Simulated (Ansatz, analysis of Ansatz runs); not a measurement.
**A hop of H in MgH2 (Pbcn), charge +1**

How high is the barrier when H changes place in MgH2 (Pbcn)? The case: V_H hop (2.5 Å), charge +1, in a cell of 48 host atoms with 1 H taken out.

Main program and level: Ansatz 0.2.0; plane-wave PAW DFT, PBEsol; nudged elastic band between two relaxed defect structures at fixed charge in a uniform background.

### 1. The starting structure

The cell holds 47 atoms: 16 Mg and 31 H. Cell: a = 8.549 Å, b = 8.549 Å, c = 8.549 Å, α = 116.9°, β = 101.8°, γ = 110.1°. It derives from MgH2 (space group Pbcn). Nearest the centre at fractional (0.499, 0.750, 0.750): H24 at 1.24 Å, Mg16 at 1.53 Å, Mg6 at 1.53 Å, H38 at 2.37 Å, H28 at 2.38 Å, H45 at 2.47 Å, H20 at 2.48 Å, H39 at 3.07 Å. The cell carries charge +1.

The cell's shortest repeat is 8.5 Å.

### 2. Relaxation of the start point, charge +1

The ends come first: from an unrelaxed start the top is counted from too high an energy, and the barrier comes out too low. Small random displacements break the symmetry of the ideal sites, so that the defect can distort if it gains by it. The charge of +1 is set by the electron count, and a uniform background keeps the cell neutral.

qp1_c48k1s.start/input.yaml

```yaml
crystal:
  lattice:
    - [-4.47603151, 5.39366888, 4.89464524]
    - [4.47603151, -5.39366888, 4.89464524]
    - [4.47603151, 5.39366888, -4.89464524]
  atoms:
    - { symbol: Mg, position: [0.29023406, 0.125, 0.66523406] }
    - { symbol: Mg, position: [0.29023406, 0.625, 0.16523406] }
    - { symbol: Mg, position: [0.79023406, 0.125, 0.16523406] }
    - { symbol: Mg, position: [0.79023406, 0.625, 0.66523406] }
    - { symbol: Mg, position: [0.45976594, 0.125, 0.33476594] }
    - { symbol: Mg, position: [0.45976594, 0.625, 0.83476594] }
    - { symbol: Mg, position: [0.95976594, 0.125, 0.83476594] }
    - { symbol: Mg, position: [0.95976594, 0.625, 0.33476594] }
    - { symbol: Mg, position: [0.20976594, 0.375, 0.33476594] }
    - { symbol: Mg, position: [0.20976594, 0.875, 0.83476594] }
    - { symbol: Mg, position: [0.70976594, 0.375, 0.83476594] }
    - { symbol: Mg, position: [0.70976594, 0.875, 0.33476594] }
    - { symbol: Mg, position: [0.04023406, 0.375, 0.66523406] }
    - { symbol: Mg, position: [0.04023406, 0.875, 0.16523406] }
    - { symbol: Mg, position: [0.54023406, 0.375, 0.16523406] }
    - { symbol: Mg, position: [0.54023406, 0.875, 0.66523406] }
    - { symbol: H, position: [0.15751373, 0.07554806, 0.81196153] }
    - { symbol: H, position: [0.15751373, 0.57554806, 0.31196153] }
    - { symbol: H, position: [0.65751373, 0.07554806, 0.31196153] }
    - { symbol: H, position: [0.65751373, 0.57554806, 0.81196153] }
    - { symbol: H, position: [0.09248627, 0.4044478, 0.91803433] }
    - { symbol: H, position: [0.09248627, 0.9044478, 0.41803433] }
    - { symbol: H, position: [0.59248627, 0.4044478, 0.41803433] }
    - { symbol: H, position: [0.59248627, 0.9044478, 0.91803433] }
    - { symbol: H, position: [0.26358653, 0.3455522, 0.68803847] }
    - { symbol: H, position: [0.26358653, 0.8455522, 0.18803847] }
    - { symbol: H, position: [0.76358653, 0.3455522, 0.18803847] }
    - { symbol: H, position: [0.76358653, 0.8455522, 0.68803847] }
    - { symbol: H, position: [0.48641347, 0.17445194, 0.58196567] }
    - { symbol: H, position: [0.48641347, 0.67445194, 0.08196567] }
    - { symbol: H, position: [0.98641347, 0.17445194, 0.08196567] }
    - { symbol: H, position: [0.98641347, 0.67445194, 0.58196567] }
    - { symbol: H, position: [0.01358653, 0.32554806, 0.41803433] }
    - { symbol: H, position: [0.01358653, 0.82554806, 0.91803433] }
    - { symbol: H, position: [0.51358653, 0.32554806, 0.91803433] }
    - { symbol: H, position: [0.51358653, 0.82554806, 0.41803433] }
    - { symbol: H, position: [0.23641347, 0.1544478, 0.31196153] }
    - { symbol: H, position: [0.23641347, 0.6544478, 0.81196153] }
    - { symbol: H, position: [0.73641347, 0.1544478, 0.81196153] }
    - { symbol: H, position: [0.73641347, 0.6544478, 0.31196153] }
    - { symbol: H, position: [0.40751373, 0.0955522, 0.08196567] }
    - { symbol: H, position: [0.90751373, 0.0955522, 0.58196567] }
    - { symbol: H, position: [0.90751373, 0.5955522, 0.08196567] }
    - { symbol: H, position: [0.34248627, 0.42445194, 0.18803847] }
    - { symbol: H, position: [0.34248627, 0.92445194, 0.68803847] }
    - { symbol: H, position: [0.84248627, 0.42445194, 0.68803847] }
    - { symbol: H, position: [0.84248627, 0.92445194, 0.18803847] }
total_charge: 1
basis:
  ecutwfc: 420
  xc_grid: 2
hamiltonian:
  xc: pbesol
kpoints:
  mp_grid: { grid: [1, 1, 1], shift: [0.25, 0.25, 0.25] }
scf:
  occupations: { method: fixed }
  max_iter: 150
output:
  forces: true
relax:
  f_tol: 0.02
  max_steps: 70
  random_displacement: { amplitude: 0.03, seed: 9682 }
```

Run with:

```sh
$ ansatz run input.yaml --threads 4 --pin off --max-ram 14131MiB --backend cpu --events-out ev --progress --plain --runs-dir out
```

Numbers of over 12 decimals in the logs are rounded to 6 here.

The log of the run:

```text
[... repeated set-up lines and file paths are left out, and long positions are rounded to six places ...]
The last accepted step is kept in <dir> (removed where the run ends without a failure and the disk answers)
Engine: ansatz 0.2.0, aarch64-unknown-linux-gnu
Pseudopotentials: kind: paw
Pseudopotential: Mg, paw, valence charge 10, recommended cutoff 420 eV (normal), Mg.paw.azcp
Pseudopotential: H, paw, valence charge 1, recommended cutoff 420 eV (normal), H.paw.azcp
Functional definition: PBEsol
  exchange = pbesol_x
  correlation = pbesol_c
Crystal: 47 atoms, lattice volume = 472.671 Å³
Basis set: ecut = 420 eV, 9249 PW (Γ), exchange–correlation on 120×120×120 points (8 copies of the dense FFT grid, shifted against one another)
Bands: 142, of which v1, the nominal top of the filled ones, is band 95 counted from 1 (94 counted from 0)
Symmetry: 1 space group operations
k-points: 1
Non-local potential: Mg, projectors of the file, l = 0: 3, l = 1: 2, l = 2: 1
Non-local potential: H, projectors of the file, l = 0: 2, l = 1: 1
PAW form: soft (Blöchl's): semilocal exchange-correlation on the pseudo side does not see the compensation charge
PAW frozen core: Mg, regenerated for the run's functional, and the local potential with it (the file was generated under x = pbe(κ = 0.804, μ = 0.219515), c = pbe(β = 0.066725))
PAW one-centre angular grid: Mg, 110 points (default); XC on 64 Gauss nodes
PAW one-centre angular grid: H, 110 points (default); XC on 64 Gauss nodes
Initial density: superposition of atomic densities (neutral atoms scaled as one to the charged cell's electrons: chi_scale 0, normalization atom), corrected by the library's trained network
Initial wavefunctions: pseudopotential atomic-orbital guess
Functional: x = pbesol(κ = 0.804, μ = 0.123457), c = pbesol(β = 0.046)
SCF iter   1: F=—  HF=-31090.447096 eV  |F-HF|=—  |Δ(HF+E_count)|=         —  Δρ=1.42e-2  dr2=1.09e0  ethr=1.77e-3  ⟨swp⟩=5.0  Hψ=416  notcnv=0  defer=45
preconditioner: auto → Resta (q_TF=auto, 2.344 Å⁻¹)  ε∞=2.7  [insulator: Δε(μ)=2.361 eV  Ē_g=10.308 eV  n_scr=104 (ndim 8)  ℏωp=13.4 eV  f_vac=0.000  ε∞_Penn≈2.7]
SCF iter   2: F=—  HF=-31090.099486 eV  |F-HF|=—  |Δ(HF+E_count)|=   3.48e-1  Δρ=6.66e-3  dr2=2.80e-1  ethr=5.75e-4  ⟨swp⟩=2.0  Hψ=155  notcnv=0  defer=42
SCF iter   3: F=—  HF=-31089.997253 eV  |F-HF|=—  |Δ(HF+E_count)|=   1.02e-1  Δρ=9.62e-4  dr2=6.61e-3  ethr=1.47e-4  ⟨swp⟩=3.0  Hψ=141  notcnv=0  defer=22
automatic band count: iteration 3 solves 119 bands in place of 142: the levels show a gap, and the empty bands left out lie too high to hold charge; the band table lists the bands solved (type scf.n_extra_bands for more)
SCF iter   4: F=—  HF=-31089.997231 eV  |F-HF|=—  |Δ(HF+E_count)|=   2.24e-5  Δρ=2.67e-4  dr2=3.37e-4  ethr=3.48e-6  ⟨swp⟩=2.0  Hψ=200  notcnv=0  defer=22
SCF iter   5: F=—  HF=-31089.997267 eV  |F-HF|=—  |Δ(HF+E_count)|=   3.69e-5  Δρ=4.56e-5  dr2=1.15e-5  ethr=1.77e-7  ⟨swp⟩=2.0  Hψ=194  notcnv=0  defer=22
SCF iter   6: F=-31089.997272 eV  HF=-31089.997272 eV  |F-HF|=1.19e-8  |Δ(HF+E_count)|=   4.50e-6  Δρ=9.61e-6  dr2=6.88e-7  ethr=5.26e-9  ⟨swp⟩=4.0  Hψ=337  notcnv=0
SCF 1 converged in 6 iterations: F = -31089.997272 eV  dr2 = 6.88e-7
  greatest PAW one-centre occupation: 1.000 electrons in one spin orbital (limit 2), on the Mg atom at site 13 (counted from 0), in its partial waves of l = 0
relax step   1: F+E_penalty+E_count = -31089.99727201 eV  Δ(F+E_penalty+E_count) = +0.000e0 eV  max|allowed force component| = 1.383e0 eV/Å  Δτ_max = 0.0000 Å  (6 SCF iters, dr2 threshold 1.00e-5 eV, accepted)
[... the SCF cycles and remarks between the steps are left out from here to the last step ...]
relax step   2: F+E_penalty+E_count = -31090.65207355 eV  Δ(F+E_penalty+E_count) = -6.548e-1 eV  max|allowed force component| = 2.482e-1 eV/Å  Δτ_max = 0.1962 Å  (5 SCF iters, dr2 threshold 1.00e-4 eV, accepted)
relax step   3: F+E_penalty+E_count = -31090.84533218 eV  Δ(F+E_penalty+E_count) = -1.933e-1 eV  max|allowed force component| = 5.259e-2 eV/Å  Δτ_max = 0.1694 Å  (6 SCF iters, dr2 threshold 3.85e-6 eV, accepted)
SCF iter   1: F=—  HF=-31090.855431 eV  |F-HF|=—  |Δ(HF+E_count)|=         —  Δρ=1.64e-3  dr2=9.98e-3  ethr=4.44e-5  ⟨swp⟩=3.0  Hψ=178  notcnv=0  defer=22
automatic band count: iteration 1 solves 119 bands in place of 142: the levels show a gap, and the empty bands left out lie too high to hold charge; the band table lists the bands solved (type scf.n_extra_bands for more)
SCF iter   2: F=—  HF=-31090.853813 eV  |F-HF|=—  |Δ(HF+E_count)|=   1.62e-3  Δρ=9.08e-4  dr2=3.30e-3  ethr=5.25e-6  ⟨swp⟩=1.0  Hψ=127  notcnv=0  defer=21
SCF iter   3: F=—  HF=-31090.853036 eV  |F-HF|=—  |Δ(HF+E_count)|=   7.76e-4  Δρ=6.58e-5  dr2=1.57e-5  ethr=1.73e-6  ⟨swp⟩=2.0  Hψ=137  notcnv=0  defer=21
SCF iter   4: F=—  HF=-31090.852897 eV  |F-HF|=—  |Δ(HF+E_count)|=   1.40e-4  Δρ=1.33e-5  dr2=1.02e-6  ethr=8.29e-9  ⟨swp⟩=2.0  Hψ=135  notcnv=0  defer=15
SCF iter   5: F=-31090.852897 eV  HF=-31090.852897 eV  |F-HF|=5.34e-9  |Δ(HF+E_count)|=   1.42e-7  Δρ=2.72e-6  dr2=3.61e-8  ethr=5.26e-11  ⟨swp⟩=4.0  Hψ=408  notcnv=0
SCF 4 converged in 5 iterations: F = -31090.852897 eV  dr2 = 3.61e-8
relax step   4: F+E_penalty+E_count = -31090.85289667 eV  Δ(F+E_penalty+E_count) = -7.564e-3 eV  max|allowed force component| = 9.679e-3 eV/Å  Δτ_max = 0.0245 Å  (5 SCF iters, accepted)
SCF converged after 5 iterations
Free energy (F): -31090.852897 eV
Harris-Foulkes:  -31090.852897 eV  (|F-HF|=5.34e-9)
Internal energy: -31090.852897 eV  (E = F + TS)
E sigma→0 (E₀):  -31090.852897 eV
Fermi energy:    1.957102 eV
--- Per-component energies (eV) ---
  E_band       = -5934.767504
  E_kinetic    = 1629.960006
  E_local      = -27347.945542  (includes V_loc(G=0)·N_el)
  E_nonlocal   = 1575.200037
  E_hartree    = 9799.906881
  E_xc         = -730.097169
  E_vxc        = -948.827503  (∫ρ·V_xc dr)
  E_paw        = -4511.814940  (= ΣΔE_a)
  E_vpaw       = -442.932271  (= ΣTr[D̂ρ^β])
  E_aug_tail   = -0.037687  (compensation charges beyond the density's cutoff)
  E_ewald      = -11506.966279
  E_core_change = 0.941796  (= ΣΔE_core)
  E_smearing   = -0.000000  (= −TS)
  E_closure    = -0.000000  (closes the sum)
  E_deformation_potential = 10.282585  (in the stress; not in F)
  Σ components = -31090.852897   (vs F -31090.852897, Δ=0.00e0)
--- Forces (eV/Å), atoms counted from 1 ---
  atom   1  Mg    -0.00270960     0.00334877    -0.00335426
  atom   2  Mg     0.00402859    -0.00287864    -0.00527652
  [... 3 atoms left out ...]
  atom   6  Mg     0.00365531    -0.00960378     0.00282924
  [... 3 atoms left out ...]
  atom  10  Mg    -0.00121259    -0.00150965    -0.00152614
  [... 5 atoms left out ...]
  atom  16  Mg     0.00341007     0.00049492    -0.00335774
  [... 3 atoms left out ...]
  atom  20  H     -0.00064047     0.00414060    -0.00303091
  [... 3 atoms left out ...]
  atom  24  H      0.00168640     0.00326222    -0.00133912
  atom  25  H     -0.00204055    -0.00251282     0.00166971
  [... 2 atoms left out ...]
  atom  28  H     -0.00833853     0.00036822     0.00378782
  [... 9 atoms left out ...]
  atom  38  H      0.00062523     0.00284846    -0.00321242
  atom  39  H      0.00335641    -0.00080288     0.00645329
  [... 5 atoms left out ...]
  atom  45  H      0.00397536    -0.00485524    -0.00116221
  [... 2 atoms left out ...]
  max |Σ_I F_I| component: 1.49e-4 eV/Å
--- Relaxed structure (4 steps of the walk, 4 accepted, 0 SCFs on fresh bases) ---
  F+E_penalty+E_count = -31090.85289667 eV   max|allowed force component| = 9.679e-3 eV/Å
  atoms:
    - { symbol: Mg, position: [0.288332, 0.128204, 0.662780] }
    - { symbol: Mg, position: [0.287056, 0.627970, 0.175883] }
    [... 3 atoms left out ...]
    - { symbol: Mg, position: [0.472958, 0.628428, 0.870773] }
    [... 3 atoms left out ...]
    - { symbol: Mg, position: [0.212888, 0.876921, 0.838332] }
    [... 5 atoms left out ...]
    - { symbol: Mg, position: [0.553321, 0.916153, 0.678978] }
    [... 3 atoms left out ...]
    - { symbol: H, position: [0.653640, 0.575806, 0.802478] }
    [... 3 atoms left out ...]
    - { symbol: H, position: [0.582056, 0.885470, 0.897059] }
    - { symbol: H, position: [0.274486, 0.354807, 0.677390] }
    [... 2 atoms left out ...]
    - { symbol: H, position: [0.756123, 0.847070, 0.680217] }
    [... 9 atoms left out ...]
    - { symbol: H, position: [0.245963, 0.656906, 0.811063] }
    - { symbol: H, position: [0.752738, 0.175524, 0.827405] }
    [... 5 atoms left out ...]
    - { symbol: H, position: [0.338911, 0.922373, 0.684317] }
    [... 2 atoms left out ...]
```

Run time: 5.8 s. Hardware: 4 threads of Arm Neoverse V2, shared host; peak memory 0.63 GiB; 21 s of CPU time.

The steps of the relaxation:

```tsv
step	energy less that of the first step (eV)	largest force component (eV/Å)
1	0.0000	1.3827
2	-0.6548	0.2482
3	-0.8481	0.0526
4	-0.8556	0.0097
```

The atoms that moved most (Å, from the sites as typed, ahead of the random displacement, the mean shift of all atoms taken out):

```tsv
atom	dx	dy	dz	length
Mg9	-0.225	-0.163	-0.151	0.316
Mg6	0.116	0.245	-0.092	0.286
Mg16	0.186	-0.079	0.201	0.285
H30	0.059	0.132	-0.123	0.190
H31	-0.092	-0.108	-0.122	0.187
H18	0.053	0.160	-0.040	0.173
H25	-0.057	-0.051	0.153	0.171
H24	-0.134	-0.069	-0.039	0.156
```

Neighbours of H24 at the end:

```tsv
atom	distance (Å)
Mg6	1.951
Mg16	1.976
Mg3	1.977
H38	2.567
H28	2.583
H45	2.675
H47	2.695
H20	2.724
```

Numbers from this step:

| Item | Value |
| --- | --- |
| free energy | -31090.8529 eV |
| r.m.s. move of the farther half of the atoms | 0.06101 Å |
| largest move from the ideal geometry of this structure, a common shift of the far atoms taken out | 0.3182 Å |

The relaxation gained 0.856 eV and ended with a largest force component of 0.0097 eV/Å.

### 3. Relaxation of the end point, charge +1

The end point is relaxed in the same cell and settings, so that the two energies compare. Atoms more than 3.2 Å from the middle of the hop start where the first relaxation left them, the nearer ones on or close to their ideal places, with small random displacements.

qp1_c48k1s.end/input.yaml

```yaml
crystal:
  lattice:
    - [-4.47603151, 5.39366888, 4.89464524]
    - [4.47603151, -5.39366888, 4.89464524]
    - [4.47603151, 5.39366888, -4.89464524]
  atoms:
    - { symbol: Mg, position: [0.28711467, 0.12721804, 0.66059348] }
    - { symbol: Mg, position: [0.28583893, 0.626984, 0.17369625] }
    - { symbol: Mg, position: [0.79023406, 0.125, 0.16523406] }
[... 2 atom lines left out ...]
    - { symbol: Mg, position: [0.45976594, 0.625, 0.83476594] }
[... 2 atom lines left out ...]
    - { symbol: Mg, position: [0.20976594, 0.375, 0.33476594] }
    - { symbol: Mg, position: [0.20976594, 0.875, 0.83476594] }
[... 5 atom lines left out ...]
    - { symbol: Mg, position: [0.54023406, 0.875, 0.66523406] }
[... 3 atom lines left out ...]
    - { symbol: H, position: [0.65751373, 0.57554806, 0.81196153] }
[... 3 atom lines left out ...]
    - { symbol: H, position: [0.405441, 0.59606, 0.581688] }
    - { symbol: H, position: [0.26358653, 0.3455522, 0.68803847] }
[... 2 atom lines left out ...]
    - { symbol: H, position: [0.76358653, 0.8455522, 0.68803847] }
[... 9 atom lines left out ...]
    - { symbol: H, position: [0.23641347, 0.6544478, 0.81196153] }
    - { symbol: H, position: [0.73641347, 0.1544478, 0.81196153] }
[... 5 atom lines left out ...]
    - { symbol: H, position: [0.34248627, 0.92445194, 0.68803847] }
[... 1 atom line left out ...]
    - { symbol: H, position: [0.82375459, 0.90407211, 0.16928121] }
total_charge: 1
basis:
  ecutwfc: 420
  xc_grid: 2
hamiltonian:
  xc: pbesol
kpoints:
  mp_grid: { grid: [1, 1, 1], shift: [0.25, 0.25, 0.25] }
scf:
  occupations: { method: fixed }
  max_iter: 150
output:
  forces: true
relax:
  f_tol: 0.02
  max_steps: 70
  random_displacement: { amplitude: 0.01, seed: 9682 }
```

The log of the run:

```text
[...]
Crystal: 47 atoms, lattice volume = 472.671 Å³
Basis set: ecut = 420 eV, 9249 PW (Γ), exchange–correlation on 120×120×120 points (8 copies of the dense FFT grid, shifted against one another)
Bands: 142, of which v1, the nominal top of the filled ones, is band 95 counted from 1 (94 counted from 0)
Symmetry: 1 space group operations
k-points: 1
[...]
SCF iter   1: F=—  HF=-31090.464902 eV  |F-HF|=—  |Δ(HF+E_count)|=         —  Δρ=1.41e-2  dr2=9.79e-1  ethr=1.77e-3  ⟨swp⟩=5.0  Hψ=418  notcnv=0  defer=43
[...]
SCF iter   6: F=-31090.052829 eV  HF=-31090.052829 eV  |F-HF|=3.18e-8  |Δ(HF+E_count)|=   5.31e-6  Δρ=9.26e-6  dr2=6.52e-7  ethr=5.26e-9  ⟨swp⟩=4.0  Hψ=337  notcnv=0
SCF 1 converged in 6 iterations: F = -31090.052829 eV  dr2 = 6.52e-7
[...]
max |Σ_I F_I| component: 1.23e-4 eV/Å
--- Relaxed structure (5 steps of the walk, 5 accepted, 0 SCFs on fresh bases) ---
  F+E_penalty+E_count = -31090.85274998 eV   max|allowed force component| = 1.599e-2 eV/Å
  atoms:
    - { symbol: Mg, position: [0.284857, 0.114033, 0.662907] }
    - { symbol: Mg, position: [0.283976, 0.621958, 0.155000] }
[...]
- { symbol: Mg, position: [0.445814, 0.582258, 0.820333] }
[...]
- { symbol: Mg, position: [0.205930, 0.869166, 0.837591] }
[...]
- { symbol: Mg, position: [0.526166, 0.870614, 0.628883] }
[...]
- { symbol: H, position: [0.660543, 0.576635, 0.815494] }
[...]
- { symbol: H, position: [0.416898, 0.613409, 0.602678] }
    - { symbol: H, position: [0.246099, 0.323145, 0.671807] }
    [... 2 atoms left out ...]
    - { symbol: H, position: [0.753043, 0.842007, 0.688625] }
    [... 9 atoms left out ...]
    - { symbol: H, position: [0.242596, 0.651297, 0.818556] }
    - { symbol: H, position: [0.724724, 0.144232, 0.822099] }
    [... 5 atoms left out ...]
    - { symbol: H, position: [0.344927, 0.922590, 0.696496] }
    [... 2 atoms left out ...]
[key lines of the parts left out:]
SCF converged after 2 iterations
Free energy (F): -31090.852750 eV
Fermi energy:    1.958769 eV
```

Wall time 6.7 s (4 threads); peak memory 0.63 GiB.

Step by step:

```tsv
step	energy less that of the first step (eV)	largest force component (eV/Å)
1	0.0000	1.1655
2	-0.6064	0.1913
3	-0.7856	0.0884
4	-0.7999	0.0160
5	-0.7999	0.0160
```

The atoms that moved most (Å, from the sites as typed, ahead of the random displacement):

```tsv
atom	dx	dy	dz	length
Mg3	0.222	0.159	0.148	0.311
Mg6	-0.194	0.077	-0.206	0.293
Mg16	-0.120	-0.249	0.088	0.290
H33	0.153	0.142	0.133	0.248
H31	0.148	0.146	0.129	0.245
H36	-0.065	-0.136	0.118	0.192
H39	0.051	0.046	-0.156	0.171
H25	-0.095	-0.062	-0.115	0.162
```

Neighbours of H24 at the end:

```tsv
atom	distance (Å)
Mg16	1.953
Mg6	1.975
Mg9	1.976
H28	2.567
H38	2.578
H20	2.678
H18	2.693
H45	2.723
```

Numbers from this step:

```yaml
free_energy: -31090.8527 eV
r_m_s_move_of_the_farther_half_of_the_atoms: 0.06101 Å
largest_move_from_the_ideal_geometry_of_this_structure_a_common_shift_of_the_far_atoms_taken_out: 0.3204 Å
```

The relaxation gained 0.800 eV and ended with a largest force component of 0.016 eV/Å. The end lies within 1 meV of the start.

(Part 1 of 3 ends here.)

[Logs are printed without paths, hosts, clocks, repeated set-up lines and the standing remarks that a program may print on its own settings, such as how far it seeks lower states.]

[Hosts, paths, dates, database ids (printed as entryN), source tags and the programs' standing remarks are cut or masked in the printed files.]
